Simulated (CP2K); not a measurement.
Borylketene has these distinct C atoms: C2 (bonded to B, C and H) and C3 (bonded to C and O).

```xyz
7

B    -1.0555   -0.2428    0.1018
C     0.2190    0.5653    0.0307
C     1.3489   -0.1133   -0.1739
O     2.3078   -0.7528   -0.3547
H    -1.0211   -1.4328   -0.0212
H    -2.0913    0.3280    0.2824
H     0.2922    1.6485    0.1349
```

Their partial C K spectra (CP2K XAS_TDP, all-electron GAPW, PBEh(45%), aug-cc-pVDZ, TDA, GW2X-corrected core level, no relativity) are given in random order, each times the number of alike atoms.

Gaussian full width 0.5 eV, oscillator strength per eV, alike atoms added, rows of zeros left out:

```
E (eV)  curve 1  curve 2
287.50    0.002    0.000
287.75    0.003    0.000
288.00    0.001    0.000
288.75    0.001    0.000
289.00    0.017    0.000
289.25    0.072    0.008
289.50    0.077    0.068
289.75    0.026    0.143
290.00    0.011    0.076
290.25    0.004    0.010
290.50    0.002    0.001
290.75    0.012    0.016
291.00    0.026    0.084
291.25    0.014    0.115
291.50    0.002    0.040
291.75    0.002    0.004
292.00    0.007    0.000
292.25    0.012    0.000
292.50    0.017    0.000
292.75    0.030    0.000
293.00    0.038    0.000
293.25    0.018    0.000
293.50    0.006    0.000
293.75    0.008    0.000
294.00    0.009    0.000
294.25    0.013    0.000
294.50    0.025    0.000
294.75    0.026    0.000
295.00    0.014    0.001
295.25    0.004    0.001
295.50    0.006    0.003
295.75    0.008    0.012
296.00    0.004    0.014
296.25    0.002    0.004
296.50    0.016    0.001
296.75    0.038    0.004
297.00    0.024    0.007
297.25    0.006    0.004
297.50    0.003    0.002
297.75    0.008    0.003
298.00    0.011    0.002
298.25    0.006    0.001
298.50    0.016    0.002
```

Q: Which curve belongs to which atom?

Curve 1: C2 (bonded to B, C and H), leading line at 289.38 eV (f = 0.047 an atom), ionisation energy 292.17 eV, term value 2.79 eV. Curve 2: C3 (bonded to C and O), leading line at 289.76 eV (f = 0.076 an atom), ionisation energy 297.44 eV, term value 7.68 eV. The leading line of an atom is its first one with 35 % of the strongest within 2.5 eV of its lowest line over the strength cut. A line lies at the core ionisation energy, which rises as an atom loses charge to its neighbours or to a π system, less the term value, which is large for a low π* or σ* orbital with weight on that atom.

[Banner, clock and machine lines of the logs are left out without a mark of their own.]

[Logs are printed without paths, hosts, clocks, repeated set-up lines and the standing remarks that a program may print on its own settings, such as how far it seeks lower states.]

[Hosts, paths, dates, database ids (printed as entryN), source tags and the programs' standing remarks are cut or masked in the printed files.]
